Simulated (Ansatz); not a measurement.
# HfZnO3 (model cell, started as cubic perovskite with Hf in the octahedra): phonons and vibrational spectra, part 2 of 2

Wanted: phonon frequencies of HfZnO3 (model cell, started as cubic perovskite with Hf in the octahedra) and what follows from them.

Ansatz 0.2.0; DFT PBEsol, scalar-relativistic, plane waves, PAW; PAW set soft_1.

So far. Step 4 (Tight relaxation): The forces vanish by symmetry and the pressure is 0.006 GPa, within the tolerances set. The cell now holds 13.26 Å³/atom. Step 5 (Zone-centre response): Before it was imposed, the acoustic sum rule was missed by 4.7e-5 eV/Å². Small misses are needed for a sound result but don't prove that mesh and cutoff are converged. The lowest optical mode is imaginary, 341.2i cm⁻¹, so the energy falls along it. The relaxed cell has a = 4.047 Å (conventional setting).

The structure was built from a prototype and need not be the compound's stable phase.

## 6. Phonons on a q mesh

Stability and thermal properties need the whole zone. Linear response on a 4×4×4 q mesh gives force constants as far as a supercell of that size would.

Contents of input.yaml:

```yaml
crystal:
  lattice:
    - [4.047187857, 0.0, 0.0]
    - [0.0, 4.047187857, 0.0]
    - [0.0, 0.0, 4.047187857]
  atoms:
    - { symbol: Zn, position: [0.0, 0.0, 0.0] }
    - { symbol: Hf, position: [0.5, 0.5, 0.5] }
    - { symbol: O, position: [0.5, 0.5, 0.0] }
    - { symbol: O, position: [0.5, 0.0, 0.5] }
    - { symbol: O, position: [0.0, 0.5, 0.5] }
kpoints:
  mp_grid: { grid: [12, 12, 12] }
hamiltonian:
  xc: pbesol
  pseudopotentials: { kind: paw, azcp: { folder: soft_1 }, xc_functional: pbe }
scf:
  occupations: { method: methfessel_paxton, width: 0.2 }
output:
  eigenvalues: true
phonons:
  method: dfpt
  qmesh: [4, 4, 4]
  temperatures: { t_max: 1000, t_step: 50 }
  qpath:
    path:
      - [[0.0, 0.0, 0.0], [0.0, 0.5, 0.0], [0.5, 0.5, 0.0], [0.0, 0.0, 0.0], [0.5, 0.5, 0.5], [0.0, 0.5, 0.0]]
      - [[0.5, 0.5, 0.5], [0.5, 0.5, 0.0]]
    npoints: 10
```

On the command line:

```sh
$ ansatz run input.yaml --threads 8 --pin off --max-ram 16384MiB --backend cpu --events-out ev --progress --plain --runs-dir out
```

Numbers of over 12 decimals in the logs are rounded to 6 here.

The program printed:

```text
[...]
Crystal: 5 atoms, lattice volume = 66.292 Å³
Basis set: ecut = 420 eV, 1309 PW (Γ), exchange–correlation on 60×60×60 points (8 copies of the dense FFT grid, shifted against one another)
Bands: 34, of which v1, the nominal top of the filled ones, is band 28 counted from 1 (27 counted from 0)
Symmetry: 48 space group operations
k-points: 84 of 1728
[...]
SCF iter   1: F=—  HF=-20567.382592 eV  |F-HF|=—  |Δ(HF+E_count)|=         —  Δρ=1.01e-1  dr2=8.38e0  ethr=3.10e-3  ⟨swp⟩=5.0  Hψ=10072  notcnv=0
[...]
SCF iter  13: F=-20564.355118 eV  HF=-20564.355118 eV  |F-HF|=1.46e-11  |Δ(HF+E_count)|=  1.46e-11  S|Δr|=    0.00e0  Δρ=5.03e-8  dr2=9.72e-13  ethr=1.00e-12  ⟨swp⟩=10.8  Hψ=14646  notcnv=0
SCF 1 converged in 13 iterations: F = -20564.355118 eV  dr2 = 9.72e-13
[...]
SCF iter   5: F=-20564.355118 eV  HF=-20564.355118 eV  |F-HF|=7.28e-12  |Δ(HF+E_count)|=  3.64e-12  S|Δr|=    0.00e0  Δρ=2.02e-7  dr2=8.99e-12  ethr=1.00e-12  ⟨swp⟩=2.0  Hψ=7155  notcnv=0
SCF 2 converged in 5 iterations: F = -20564.355118 eV  dr2 = 8.99e-12
phonons: the bands overlap, so this run is a metal and interpolates without the dipole-dipole term. If the crystal is really an insulator or semiconductor, its LO-TO splitting is missing
NSCF: frozen V_eff on 84 k-points
[...]
DFPT response loops at q = (0, 0, 0) (fractional): preconditioner auto → Kerker (q_TF=auto, 2.653 Å⁻¹) (partly filled bands, converged f_vac=0.013); β = 1.00, the filter's whole step (`scf.mixing.beta` (0.50) is not read by the response loops under this deck's `scf.mixing.preconditioner`; to damp them name `kerker` or `kerker_dos`, under which they read `scf.mixing.beta`, and type it under 1.00, their step now; both keys bind the ground state too); Broyden in place of MSR1
[...]
SCF converged after 13 iterations
[...]
Free energy (F): -20564.355118 eV
[...]
Internal energy: -20564.358251 eV  (E = F + TS)
E sigma→0 (E₀):  -20564.355901 eV
Entropy (-TS):   0.003133 eV (0.627 meV/atom)
Fermi energy:    8.688481 eV
[...]
--- Band table (eV; the first three rows and the last of 84) ---
  k-point 0: bands = [... 24 lower, 7.7261, 7.7261, 8.4000, 8.4000, 8.4000, 13.1834, 13.1834, 13.1834, ... 2 higher]
  k-point 1: bands = [... 24 lower, 7.6710, 7.7078, 8.3635, 8.3786, 8.3786, 13.1909, 13.3427, 13.3427, ... 2 higher]
  k-point 2: bands = [... 24 lower, 7.5203, 7.6591, 8.3422, 8.3422, 8.6911, 13.2116, 13.7608, 13.7608, ... 2 higher]
  k-point 83: bands = [... 24 lower, 4.5089, 8.3186, 8.6732, 8.6732, 8.6732, 16.3840, 16.3840, 16.3840, ... 2 higher]
--- Phonons (Γ-DFPT): 4 representative perturbations + reference (Σ response iterations 12) ---
  ASR residual: 4.827e-5 → 0.000e0 eV/Å²; symmetrization residual: 8.401e-6 eV/Å²
  ASR residual per site (eV/Å²): 8.38e-6 4.83e-5 3.65e-5 3.65e-5 3.65e-5
[...]
--- Phonons (arbitrary-q DFPT): 10 irreducible q on the 4×4×4 mesh ---
  q = [0.0000, 0.0000, 0.0000] (star 1, of the zone-centre solve; hermiticity 7.19e-7, symmetrization 3.29e-13): -341.20 -341.20 -341.20 -217.23 -217.23 -217.23 -0.00 -0.00 0.00 112.36 112.36 112.36 657.96 657.96 657.96
  q = [0.0000, 0.0000, 0.2500] (star 6, 9 solved perturbations in 4536 linear systems a pass and spin channel, the states on 588 of 1728 k-point pairs; hermiticity 5.83e-7, symmetrization 2.69e-13): -332.24 -260.26 -260.26 -197.96 -197.96 -146.98 43.84 43.84 101.14 117.56 117.56 171.80 657.87 657.87 752.20
[...]
q = [0.0000, 0.2500, -0.5000] (star 12, 15 solved perturbations on 588 of 1728 k-point pairs; hermiticity 4.53e-7, symmetrization 5.32e-14): -317.01 -208.82 -201.50 -153.26 -148.76 65.71 67.51 101.04 111.26 177.40 217.30 267.38 657.39 701.40 854.00
[...]
sum rule: each row above includes the acoustic sum rule's correction from the zone centre's row sums; it moved no ω² by more than (0.79 cm⁻¹)²
  mesh force constants: q→R imaginary residual 6.09e-19; ASR residual 4.827e-5 → 0.000e0 eV/Å²; symmetrization residual 1.776e-14 eV/Å²
  interpolated dispersion: 62 rows × 15 modes
  density of states and harmonic sums: on the 16×16×16 q-mesh, interpolated from the force constants of a 4×4×4 supercell (no non-analytic term)
  largest difference from the sums on the solved wave vectors: F 4.82e-2 eV, S 5.95e-5 and C_V 1.42e-5 eV/K
  zero-point energy: 0.199689 eV/cell   skipped modes (ω ≤ 0): 971, of them read as no rigid motion or as one in doubt: 968 (5.896e0 modes/cell left out, lowest -352.97 cm⁻¹)   left out of the sums: 3.93e-1 of the cell's modes: C_V's classical limit lies that fraction below 3 k_B per atom; for a crystal, a wire or a layer, F and S can be off by more, and a phonons.interpolated_qmesh denser along its periods is the remedy for the sampling
```

Run time: 25 min. Hardware: 8 threads of Arm Neoverse V2, shared host; peak memory 8.9 GiB; 3.2 h of CPU time.

This step gave:

* sum-rule residual before enforcement: 4.83e-5 eV/Å²
* lowest frequency on the path: -353.0 cm⁻¹
* highest frequency on the path or at a solved wavevector: 924.7 cm⁻¹
* lowest mode on the q mesh (acoustic modes at Γ apart): -353.0 cm⁻¹

Frequencies (cm⁻¹) solved at each irreducible wavevector; negative means imaginary. Frequencies by wavevector, by row:

```tsv
q in reciprocal lattice units	star	mode 1	mode 2	mode 3	mode 4	mode 13	mode 14	mode 15
0 0 0	1	-341.2	-341.2	-341.2	-217.2	658	658	658
0 0 0.25	6	-332.2	-260.3	-260.3	-198	657.9	657.9	752.2
0 0 -0.5	3	-319.6	-214.5	-214.5	-173.7	657.1	657.1	827.3
0 0.25 0.25	12	-315.2	-221.7	-214.7	-196	657.9	694	800.7
0 0.25 -0.5	12	-317	-208.8	-201.5	-153.3	657.4	701.4	854
0 -0.5 -0.5	3	-353	-208.5	-208.5	-106.2	657.1	723.2	888.1
0.25 0.25 0.25	8	-313.5	-254.3	-254.3	-164.4	693.6	693.6	840
0.25 0.25 -0.5	12	-319.7	-262.9	-260.9	-158.8	692.2	705.3	877.9
0.25 -0.5 -0.5	6	-351.5	-284.3	-284.3	-151.5	695.8	720.1	904.4
-0.5 -0.5 -0.5	1	-349.2	-349.2	-349.2	-155.3	718.3	718.3	924.7
```

Interpolated from a 4×4×4 q mesh. Phonon branches along the path, in cm⁻¹:

```tsv
point	branch 1	branch 2	branch 3	branch 4	branch 12	branch 13	branch 14	branch 15
Γ	-341	-341	-341	-217	112	658	658	658
halfway	-332	-260	-260	-198	172	658	658	752
X	-320	-214	-214	-174	246	657	657	827
halfway	-317	-209	-202	-153	267	657	701	854
M	-353	-208	-208	-106	293	657	723	888
halfway	-315	-222	-215	-196	216	658	694	801
Γ	-341	-341	-341	-217	112	658	658	658
halfway	-314	-254	-254	-164	244	694	694	840
R	-349	-349	-349	-155	304	718	718	925
halfway	-320	-263	-261	-159	277	692	705	878
X	-320	-214	-214	-174	246	657	657	827
jump to R	-349	-349	-349	-155	304	718	718	925
halfway	-352	-284	-284	-152	293	696	720	904
M	-353	-208	-208	-106	293	657	723	888
```

The phonon density of states has structure finer than the step of the table below, so its rows give means over 25 cm⁻¹, whole bins alone (the curve runs from -355 to 925 cm⁻¹). Peaks (cm⁻¹: height): -315.0: 0.0511, -215.0: 0.0438, -155.0: 0.0647, 185.0: 0.0345, 665.0: 0.0438, 885.0: 0.0094.

Tetrahedra on a 16×16×16 mesh, mean over bins of 10 cm-1. Interpolated from a 4×4×4 q mesh. Table of phonon density of states by wavenumber; means over each step:

wavenumber (cm⁻¹), phonon density of states (1/cm⁻¹/cell) and a bar:
```
     -325     0.0289 ########################
     -300     0.0130 ###########
     -275     0.0096 ########
     -250     0.0192 ################
     -225     0.0317 ##########################
     -200     0.0258 #####################
     -175     0.0255 #####################
     -150     0.0364 ##############################
     -125     0.0114 #########
     -100     0.0100 ########
      -75     0.0087 #######
      -50     0.0051 ####
      -25     0.0027 ##
        0     0.0021 ##
       25     0.0036 ###
       50     0.0114 #########
       75     0.0210 #################
      100     0.0218 ##################
      125     0.0324 ###########################
      150     0.0304 #########################
      175     0.0318 ##########################
      200     0.0238 ####################
      225     0.0200 #################
      250     0.0200 #################
      275     0.0197 ################
      300     0.0072 ######
      325     0.0001 
      350     0.0000 
      375     0.0000 
      400     0.0000 
      425     0.0000 
      450     0.0000 
      475     0.0000 
      500     0.0000 
      525     0.0000 
      550     0.0000 
      575     0.0000 
      600     0.0000 
      625     0.0000 
      650     0.0149 ############
      675     0.0303 #########################
      700     0.0260 #####################
      725     0.0109 #########
      750     0.0015 #
      775     0.0022 ##
      800     0.0036 ###
      825     0.0068 ######
      850     0.0085 #######
      875     0.0090 #######
      900     0.0053 ####
```

The partial phonon density of states has structure finer than the step of the table below, so its rows give means over 50 cm⁻¹, whole bins alone (the curve runs from -361 to 961 cm⁻¹). Peaks (cm⁻¹: height): Hf 179.4: 0.0210; O -319.5: 0.0317, -219.7: 0.0254, 279.2: 0.0170, 670.0: 0.0313, 877.9: 0.00885; Zn -153.2: 0.0297, 121.2: 0.00633.

Phonopy on the run's constants, 15x15x15 mesh, Gaussian sigma 9.4 cm-1. Interpolated from a 4×4×4 q mesh. Partial phonon density of states against wavenumber; means over each step; values in 1/cm⁻¹/cell:

```tsv
wavenumber (cm⁻¹)	Hf	O	Zn
-300	2.0e-5	0.0169	6.3e-5
-250	7.6e-5	0.0174	0.00171
-200	7.0e-5	0.0172	0.0100
-150	2.1e-4	0.00825	0.0198
-100	4.5e-4	0.00196	0.00780
-50	6.0e-4	0.00104	0.00380
0	4.7e-4	3.4e-4	6.7e-4
50	0.00860	0.00207	0.00213
100	0.0138	0.00586	0.00449
150	0.0167	0.00969	0.00427
200	0.0135	0.00887	0.00265
250	0.00418	0.0138	0.00198
300	3.6e-4	0.00778	5.8e-4
350	0	8.2e-6	8.2e-7
400	0	0	0
450	0	0	0
500	0	0	0
550	0	0	0
600	0	4.9e-6	0
650	5.0e-4	0.0152	0
700	3.3e-4	0.0232	0
750	3.5e-5	0.00311	0
800	4.6e-5	0.00385	1.9e-6
850	5.8e-5	0.00821	6.4e-6
900	2.4e-5	0.00528	0
```

Symmetry leaves 10 wavevectors to solve. The lowest mode among them, the acoustic zeros apart, lies at q = (0, -0.5, -0.5) and is imaginary, 353.0i cm⁻¹, so the energy falls along it.

## 7. What came out

```json
{
 "space group after relaxation (within 0.01 Å)": "Pm-3m",
 "volume per atom": "13.3 Å³",
 "electronic character": "no gap on this mesh",
 "highest optical mode at the zone centre (no LO-TO term)": "658 cm⁻¹",
 "lowest optical zone-centre mode": "-341 cm⁻¹",
 "lowest mode on the q mesh (acoustic modes at Γ apart)": "-353 cm⁻¹",
 "highest frequency on the path or at a solved wavevector": "925 cm⁻¹",
 "imaginary modes on the 4×4×4 q mesh": "yes"
}
```

Modes are clearly imaginary (beyond 10i cm⁻¹) at 10 of the 10 irreducible wavevectors, most at q = (0, -0.5, -0.5) (353.0i cm⁻¹), so this structure is not a minimum of the energy. The optical modes at Γ span -341 to 658 cm⁻¹ (negative means imaginary). The highest mode in this list at Γ, 658.0 cm⁻¹, is mostly motion of O (96 % of the kinetic energy). With no gap, or one that is small against the smearing, the frequencies hang on the k mesh and the smearing, most of all near Kohn anomalies. A semilocal functional can close a gap that the real compound would have, so the metallic treatment may be an artefact of the level. Spin-orbit coupling is left out, which can matter for the heavy elements here. The PAW files were made for PBE and serve the other functionals too. The starting cell was built on a prototype and not taken from a measurement, so the phase need not exist. These are harmonic frequencies at zero temperature: anharmonic shifts, linewidths and thermal expansion are left out.

[Logs are printed without paths, hosts, clocks, repeated set-up lines and the standing remarks that a program may print on its own settings, such as how far it seeks lower states.]

[Hosts, paths, dates, database ids (printed as entryN), source tags and the programs' standing remarks are cut or masked in the printed files.]
